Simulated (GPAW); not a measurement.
**Work function of TiGe2N4 monolayer at several levels**

Wanted: work functions and dipole of TiGe2N4 monolayer, with the cost of each level. Where a layer proves gapped, the work function hangs on where the smearing puts the Fermi level, and the band edges take its place.

Calculated with GPAW 26.7.0; GPAW, PAW setups; layer in a repeated cell with vacuum, relaxation of atoms and in-plane cell, in the first sound run; inputs show where later runs differ.

### Step 1. The starting structure

The cell holds 7 atoms: 4 N, 2 Ge and 1 Ti. Cell: a = 3.020 Å, b = 3.020 Å, c = 25.302 Å, α = 90.0°, β = 90.0°, γ = 120.0°. Vacuum lies along c.

### Step 2. Relaxing the atoms

The atoms are relaxed first, since the surface dipole, and with it the work function, follows the positions of the outer layers.

run.py reads:

```python
import json
import numpy as np
from ase import Atoms
from ase.filters import FrechetCellFilter
from ase.optimize import BFGS
from gpaw import GPAW, PW

slab = Atoms(
    ['N', 'Ge', 'N', 'Ti', 'N', 'Ge', 'N'],
    positions=[
        [0.00000, 0.00000, 9.00000],
        [-0.00000, 1.74360, 9.58776],
        [-0.00000, 1.74360, 11.42776],
        [0.00000, 0.00000, 12.65119],
        [-0.00000, 1.74360, 13.87461],
        [-0.00000, 1.74360, 15.71461],
        [0.00000, 0.00000, 16.30238]],
    cell=[[3.02, 0.0, 0.0], [-1.51, 2.6154, 0.0], [0.0, 0.0, 25.3024]],
    pbc=[True, True, True])

slab.calc = GPAW(mode=PW(600), xc='PBE', kpts={'size': (12, 12, 1), 'gamma': True},
                 occupations={'name': 'fermi-dirac', 'width': 0.05}, nbands='200%',
                 convergence={'density': 1e-05}, maxiter=200,
                 symmetry={'tolerance': 1e-3}, txt='slab.txt')
result = {}
# The in-plane cell is free; stress needs a cell that repeats along all three vectors
path = []
opt = BFGS(FrechetCellFilter(slab, mask=[1, 1, 0, 0, 0, 1]), maxstep=0.2)
opt.attach(lambda: path.append((slab.get_potential_energy(), slab.positions.tolist(), slab.get_forces().tolist())))
result['relaxed'] = bool(opt.run(fmax=0.02, steps=45))
result['path'] = path
result['cell'] = slab.cell.tolist()
print('in-plane lattice', slab.cell.cellpar().round(4)[[0, 1, 5]])
energy = slab.get_potential_energy()
fermi = slab.calc.get_fermi_level()
v = slab.calc.get_electrostatic_potential().mean((0, 1)) - fermi
n = slab.calc.get_pseudo_density().mean((0, 1))
L = slab.cell[2, 2]
z = np.arange(len(v)) * L / len(v)
low, high = slab.positions[:, 2].min(), slab.positions[:, 2].max()
below, above = np.interp([low - 6.8, high + 6.8], z, v)
slopes = [np.interp(x, z, np.gradient(v, z)) for x in (low - 6.8, high + 6.8)]
eps = np.array([[slab.calc.get_eigenvalues(k, s) for k in range(len(slab.calc.get_ibz_k_points()))]
                for s in range(slab.calc.get_number_of_spins())]) - fermi
top, bottom = eps[eps < 0].max(), eps[eps > 0].min()
dipole = slab.get_dipole_moment()[2]
print(f'energy {energy:.4f} eV, Fermi level {fermi:.4f} eV, dipole {dipole:.5f} e A')
print(f'potential 6.8 A off the faces, from the Fermi level: lower {below:.4f} eV, upper {above:.4f} eV')
print(f'slope of the potential there: lower {slopes[0]:.5f}, upper {slopes[1]:.5f} eV/A')
print(f'nearest levels on the mesh: {top:.4f} and {bottom:.4f} eV')
print('magnetic moment', round(slab.get_magnetic_moment(), 3))
result.update(energy=energy, fermi=fermi, dipole=dipole, below=below, above=above, slopes=slopes, edges=[top, bottom],
              z=z.tolist(), v=v.tolist(), n=n.tolist(), positions=slab.positions.tolist(),
              forces=slab.get_forces(apply_constraint=False).tolist(), moments=slab.get_magnetic_moments().tolist())
json.dump(result, open('result.json', 'w'))
```

Run with:

```bash
OMP_NUM_THREADS=1 OPENBLAS_NUM_THREADS=1 python run.py
```

The log of the run:

```text
Step          Energy          fmax
BFGS:    0      -50.977288        2.311231
BFGS:    1      -51.105009        0.984015
BFGS:    2      -51.170780        0.364960
BFGS:    3      -51.178474        0.136766
BFGS:    4      -51.180063        0.048503
BFGS:    5      -51.179615        0.028175
BFGS:    6      -51.179654        0.037443
BFGS:    7      -51.178832        0.037321
BFGS:    8      -51.177903        0.030419
BFGS:    9      -51.177319        0.010981
in-plane lattice [  3.0221   3.0221 120.    ]
energy -51.1773 eV, Fermi level -0.7777 eV, dipole 0.00107 e A
potential 6.8 A off the faces, from the Fermi level: lower 6.3965 eV, upper 6.3984 eV
slope of the potential there: lower -0.00093, upper 0.00001 eV/A
nearest levels on the mesh: -0.6513 and 0.6951 eV
magnetic moment 0.0
```

It took 12 min on 1 thread of Intel Xeon Platinum 8375C at 2.90GHz (Ice Lake), shared host; peak memory 0.57 GiB.

Numbers from this step:

```yaml
dipole_along_the_normal: 0.001068 e·Å
levels_nearest_the_fermi_level_on_the_mesh: -0.6513, 0.6951 eV from the Fermi level
```

The electrostatic potential energy of an electron (without an applied field's), less the Fermi level, planar mean oscillates, so the rows of the table below give means over windows of 1.14 Å about each position, cut where the curve ends. Its maxima inside the range that stand out by 2 % of the span (Å: eV): 10.8: 1.32, 11.9: -6.57, 13.4: -6.57, 14.5: 1.32. Its minima: 9.6: -22.1, 11.5: -11.2, 12.7: -19.0, 13.8: -11.2, 15.7: -22.1.

Table of electrostatic potential energy of an electron (without an applied field's), less the Fermi level, planar mean by z; means over each step:

```tsv
z (Å)	electrostatic potential energy of an electron (without an applied field's), less the Fermi level, planar mean (eV)
0.57	6.40
1.71	6.40
2.85	6.40
3.99	6.39
5.13	6.39
6.27	6.38
7.41	6.04
8.55	-5.21
9.69	-16.7
10.83	-1.64
11.97	-10.4
13.11	-12.0
14.25	-3.19
15.39	-13.4
16.53	-9.87
17.67	5.66
18.81	6.38
19.95	6.40
21.09	6.40
22.23	6.40
23.37	6.40
24.51	6.40
```

The pseudo valence density, planar mean by z:

z (Å), pseudo valence density, planar mean (e/Å³) and a bar:
```
      6.0       0.00 
      6.5       0.00 
      7.0       0.00 
      7.5       0.02 
      8.0       0.09 ##
      8.5       0.44 ##########
      9.0       0.84 ##################
      9.5       0.30 #######
     10.0       0.31 #######
     10.5       0.22 #####
     11.0       0.39 ########
     11.5       0.70 ###############
     12.0       0.67 ###############
     12.5       1.37 ##############################
     13.0       1.00 ######################
     13.5       0.68 ###############
     14.0       0.61 #############
     14.5       0.27 ######
     15.0       0.25 #####
     15.5       0.22 #####
     16.0       0.67 ###############
     16.5       0.75 ################
     17.0       0.25 #####
     17.5       0.05 #
     18.0       0.01 
     18.5       0.00 
     19.0       0.00 
     19.5       0.00
```

The relaxation lowered the energy of the cell by 0.200 eV (energies extrapolated to zero smearing; the optimiser's log prints free energies). The largest force left on a free atom is 0.011 eV/Å.

### Step 3. Plane waves, PBE

The work function is the vacuum plateau of the electrostatic potential less the Fermi level; a dipole layer lets the two faces have plateaus of their own.

This step: GPAW, PAW setups; slab in vacuum (GPAW 26.7.0).

The cell differs from the one that the last finished run ended in (c 25.302 → 25.407 Å).

run.py: that of step 2 with these lines changed.

```diff
@@ -3,4 +3,2 @@
 from ase import Atoms
-from ase.filters import FrechetCellFilter
-from ase.optimize import BFGS
 from gpaw import GPAW, PW
@@ -10,25 +8,18 @@
     positions=[
-        [0.00000, 0.00000, 9.00000],
-        [-0.00000, 1.74360, 9.58776],
-        [-0.00000, 1.74360, 11.42776],
-        [0.00000, 0.00000, 12.65119],
-        [-0.00000, 1.74360, 13.87461],
-        [-0.00000, 1.74360, 15.71461],
-        [0.00000, 0.00000, 16.30238]],
-    cell=[[3.02, 0.0, 0.0], [-1.51, 2.6154, 0.0], [0.0, 0.0, 25.3024]],
-    pbc=[True, True, True])
+        [0.00000, -0.00000, 9.00000],
+        [-0.00000, 1.74483, 9.65436],
+        [-0.00000, 1.74483, 11.54687],
+        [0.00000, -0.00000, 12.70335],
+        [-0.00000, 1.74483, 13.85982],
+        [-0.00000, 1.74483, 15.75232],
+        [-0.00000, 0.00000, 16.40670]],
+    cell=[[3.02213, 0.0, 0.0], [-1.51106, 2.61724, 0.0], [0.0, 0.0, 25.4067]],
+    pbc=[True, True, False])
 
-slab.calc = GPAW(mode=PW(600), xc='PBE', kpts={'size': (12, 12, 1), 'gamma': True},
+slab.calc = GPAW(mode=PW(500), xc='PBE', kpts={'size': (12, 12, 1), 'gamma': True},
                  occupations={'name': 'fermi-dirac', 'width': 0.05}, nbands='200%',
                  convergence={'density': 1e-05}, maxiter=200,
+                 poissonsolver={'dipolelayer': 'xy'},
                  symmetry={'tolerance': 1e-3}, txt='slab.txt')
 result = {}
-# The in-plane cell is free; stress needs a cell that repeats along all three vectors
-path = []
-opt = BFGS(FrechetCellFilter(slab, mask=[1, 1, 0, 0, 0, 1]), maxstep=0.2)
-opt.attach(lambda: path.append((slab.get_potential_energy(), slab.positions.tolist(), slab.get_forces().tolist())))
-result['relaxed'] = bool(opt.run(fmax=0.02, steps=45))
-result['path'] = path
-result['cell'] = slab.cell.tolist()
-print('in-plane lattice', slab.cell.cellpar().round(4)[[0, 1, 5]])
 energy = slab.get_potential_energy()
```

The log of the run:

```text
energy -49.5137 eV, Fermi level -0.7772 eV, dipole 0.00142 e A
potential 6.8 A off the faces, from the Fermi level: lower 6.3732 eV, upper 6.3773 eV
slope of the potential there: lower -0.00112, upper 0.00112 eV/A
nearest levels on the mesh: -0.6484 and 0.6941 eV
magnetic moment 0.0
```

Run time: 53 s. Hardware: 1 thread; peak memory 0.27 GiB.

This step gave:

- dipole along the normal: 0.001416 e·Å
- levels nearest the Fermi level on the mesh: -0.6484, 0.6941 eV from the Fermi level
- upper work function: 6.377 eV
- lower work function: 6.373 eV
- upper ionisation energy: 7.026 eV

The electrostatic potential energy of an electron (without an applied field's), less the Fermi level, planar mean oscillates, so the rows of the table below give means over windows of 1.13 Å about each position, cut where the curve ends. Its maxima inside the range that stand out by 2 % of the span (Å: eV): 10.8: 1.30, 12.0: -6.53, 13.5: -6.53, 14.6: 1.30. Its minima: 9.6: -22.1, 11.6: -11.2, 12.7: -19.0, 13.8: -11.2, 15.8: -22.1.

The electrostatic potential energy of an electron (without an applied field's), less the Fermi level, planar mean by z; means over each step:

z (Å), electrostatic potential energy of an electron (without an applied field's), less the Fermi level, planar mean (eV) and a bar from the least value:
```
     0.56        6.4 ##############################
     1.69        6.4 ##############################
     2.82        6.4 ##############################
     3.95        6.4 ##############################
     5.08        6.4 ##############################
     6.21        6.4 ##############################
     7.34        6.1 ##############################
     8.47       -2.5 ###################
     9.60      -18.3 
    10.73       -1.5 ####################
    11.86       -9.1 ###########
    12.99      -13.2 ######
    14.12       -4.6 #################
    15.25       -9.9 ##########
    16.38      -14.0 #####
    17.52        4.9 ############################
    18.64        6.3 ##############################
    19.77        6.4 ##############################
    20.90        6.4 ##############################
    22.04        6.4 ##############################
    23.16        6.4 ##############################
    24.29        6.4 ##############################
```

Pseudo valence density, planar mean against z:

```tsv
z (Å)	pseudo valence density, planar mean (e/Å³)
6.0	1.1e-4
6.5	5.4e-4
7.0	0.00271
7.5	0.0140
8.0	0.0793
8.5	0.385
9.0	0.824
9.5	0.408
10.0	0.292
10.5	0.221
11.0	0.354
11.5	0.682
12.0	0.659
12.5	1.28
13.0	1.11
13.5	0.673
14.0	0.640
14.5	0.292
15.0	0.239
15.5	0.245
16.0	0.577
16.5	0.775
17.0	0.297
17.5	0.0546
18.0	0.0105
18.5	0.00199
19.0	3.8e-4
19.5	8.3e-5
```

The layer is gapped, so the Fermi level lies somewhere inside the gap, set by smearing and numerics, and these work functions are no property of the material; the band edges below the vacuum level are. The potential is flat to 0.001 eV/Å where it is read, so the vacuum is wide enough.

### Step 4. Self-consistent run: xc = "RPBE"

The same geometry under RPBE, to see how far the functional moves the levels against the vacuum.

run.py: that of step 3 with these lines changed.

```diff
@@ -18,3 +18,3 @@
 
-slab.calc = GPAW(mode=PW(500), xc='PBE', kpts={'size': (12, 12, 1), 'gamma': True},
+slab.calc = GPAW(mode=PW(500), xc='RPBE', kpts={'size': (12, 12, 1), 'gamma': True},
                  occupations={'name': 'fermi-dirac', 'width': 0.05}, nbands='200%',
```

The log of the run:

```text
energy -46.7286 eV, Fermi level -0.6189 eV, dipole 0.00141 e A
potential 6.8 A off the faces, from the Fermi level: lower 6.2096 eV, upper 6.2137 eV
slope of the potential there: lower -0.00110, upper 0.00110 eV/A
nearest levels on the mesh: -0.6721 and 0.7207 eV
magnetic moment 0.0
```

Wall time 53 s (1 thread); peak memory 0.28 GiB.

Numbers from this step:

- dipole along the normal: 0.001409 e·Å
- levels nearest the Fermi level on the mesh: -0.6721, 0.7207 eV from the Fermi level
- upper work function: 6.214 eV
- lower work function: 6.210 eV
- upper ionisation energy: 6.886 eV

The electrostatic potential energy of an electron (without an applied field's), less the Fermi level, planar mean oscillates, so the rows of the table below give means over windows of 1.13 Å about each position, cut where the curve ends. Its maxima inside the range that stand out by 2 % of the span (Å: eV): 10.8: 1.15, 12.0: -6.67, 13.5: -6.67, 14.6: 1.15. Its minima: 9.6: -22.3, 11.6: -11.4, 12.7: -19.1, 13.8: -11.4, 15.8: -22.3.

Electrostatic potential energy of an electron (without an applied field's), less the Fermi level, planar mean against z; means over each step:

z (Å), electrostatic potential energy of an electron (without an applied field's), less the Fermi level, planar mean (eV) and a bar from the least value:
```
     0.56        6.2 ##############################
     1.69        6.2 ##############################
     2.82        6.2 ##############################
     3.95        6.2 ##############################
     5.08        6.2 ##############################
     6.21        6.2 ##############################
     7.34        6.0 ##############################
     8.47       -2.7 ###################
     9.60      -18.4 
    10.73       -1.6 ####################
    11.86       -9.3 ###########
    12.99      -13.3 ######
    14.12       -4.7 #################
    15.25      -10.0 ##########
    16.38      -14.2 #####
    17.52        4.8 ############################
    18.64        6.2 ##############################
    19.77        6.2 ##############################
    20.90        6.2 ##############################
    22.04        6.2 ##############################
    23.16        6.2 ##############################
    24.29        6.2 ##############################
```

Table of pseudo valence density, planar mean by z:

```tsv
z (Å)	pseudo valence density, planar mean (e/Å³)
6.0	1.1e-4
6.5	5.7e-4
7.0	0.00275
7.5	0.0139
8.0	0.0788
8.5	0.385
9.0	0.823
9.5	0.409
10.0	0.291
10.5	0.220
11.0	0.354
11.5	0.682
12.0	0.659
12.5	1.28
13.0	1.11
13.5	0.673
14.0	0.640
14.5	0.293
15.0	0.238
15.5	0.245
16.0	0.578
16.5	0.775
17.0	0.298
17.5	0.0540
18.0	0.0104
18.5	0.00204
19.0	4.0e-4
19.5	8.9e-5
```

Force by atom:

```tsv
atom	x (eV/Å)	y (eV/Å)	z (eV/Å)	size
N1	0.000	0.000	-0.225	0.225
Ge2	0.000	0.000	0.058	0.058
N3	0.000	0.000	-0.069	0.069
Ti4	0.000	0.000	0.000	0.000
N5	0.000	0.000	0.069	0.069
Ge6	0.000	0.000	-0.058	0.058
N7	0.000	0.000	0.225	0.225
```

The highest filled level lies 0.672 eV under the Fermi level, so the ionisation energy from the upper face is 6.214 + 0.672 = 6.886 eV, against 7.026 eV in the base run.

### Step 5. OptPBE vdW: xc = "optPBE-vdW"

The same geometry under optPBE-vdW, to see how far the functional moves the levels against the vacuum (the van der Waals functionals take revPBE setups).

run.py: that of step 4 with these lines changed.

```diff
@@ -18,3 +18,3 @@
 
-slab.calc = GPAW(mode=PW(500), xc='RPBE', kpts={'size': (12, 12, 1), 'gamma': True},
+slab.calc = GPAW(mode=PW(500), xc='optPBE-vdW', kpts={'size': (12, 12, 1), 'gamma': True},
                  occupations={'name': 'fermi-dirac', 'width': 0.05}, nbands='200%',
```

The log of the run:

```text
energy -87.2221 eV, Fermi level -0.9656 eV, dipole 0.00141 e A
potential 6.8 A off the faces, from the Fermi level: lower 6.6370 eV, upper 6.6411 eV
slope of the potential there: lower -0.00113, upper 0.00113 eV/A
nearest levels on the mesh: -0.6623 and 0.7174 eV
magnetic moment 0.0
```

It took 70 s on 1 thread; peak memory 0.46 GiB.

This step gave:

| Item | Value |
| --- | --- |
| dipole along the normal | 0.001411 e·Å |
| levels nearest the Fermi level on the mesh | -0.6623, 0.7174 eV from the Fermi level |
| upper work function | 6.641 eV |
| lower work function | 6.637 eV |
| upper ionisation energy | 7.303 eV |

The highest filled level lies 0.662 eV under the Fermi level, so the ionisation energy from the upper face is 6.641 + 0.662 = 7.303 eV, against 7.026 eV in the base run.

### Step 6. Self-consistent run: xc = "revPBE"

The same geometry under revPBE, to see how far the functional moves the levels against the vacuum.

run.py: that of step 5 with these lines changed.

```diff
@@ -18,3 +18,3 @@
 
-slab.calc = GPAW(mode=PW(500), xc='optPBE-vdW', kpts={'size': (12, 12, 1), 'gamma': True},
+slab.calc = GPAW(mode=PW(500), xc='revPBE', kpts={'size': (12, 12, 1), 'gamma': True},
                  occupations={'name': 'fermi-dirac', 'width': 0.05}, nbands='200%',
```

The log of the run:

```text
energy -47.1428 eV, Fermi level -0.6419 eV, dipole 0.00141 e A
potential 6.8 A off the faces, from the Fermi level: lower 6.2231 eV, upper 6.2272 eV
slope of the potential there: lower -0.00111, upper 0.00111 eV/A
nearest levels on the mesh: -0.6654 and 0.7130 eV
magnetic moment 0.0
```

Wall time 49 s (1 thread); peak memory 0.28 GiB.

Numbers from this step:

```yaml
levels_nearest_the_fermi_level_on_the_mesh: -0.6654, 0.7130 eV from the Fermi level
upper_work_function: 6.227 eV
lower_work_function: 6.223 eV
upper_ionisation_energy: 6.893 eV
```

The highest filled level lies 0.665 eV under the Fermi level, so the ionisation energy from the upper face is 6.227 + 0.665 = 6.893 eV, against 7.026 eV in the base run.

(Continued in part 2 of 2.)

[Logs are printed without paths, hosts, clocks, repeated set-up lines and the standing remarks that a program may print on its own settings, such as how far it seeks lower states.]

[Hosts, paths, dates, database ids (printed as entryN), source tags and the programs' standing remarks are cut or masked in the printed files.]
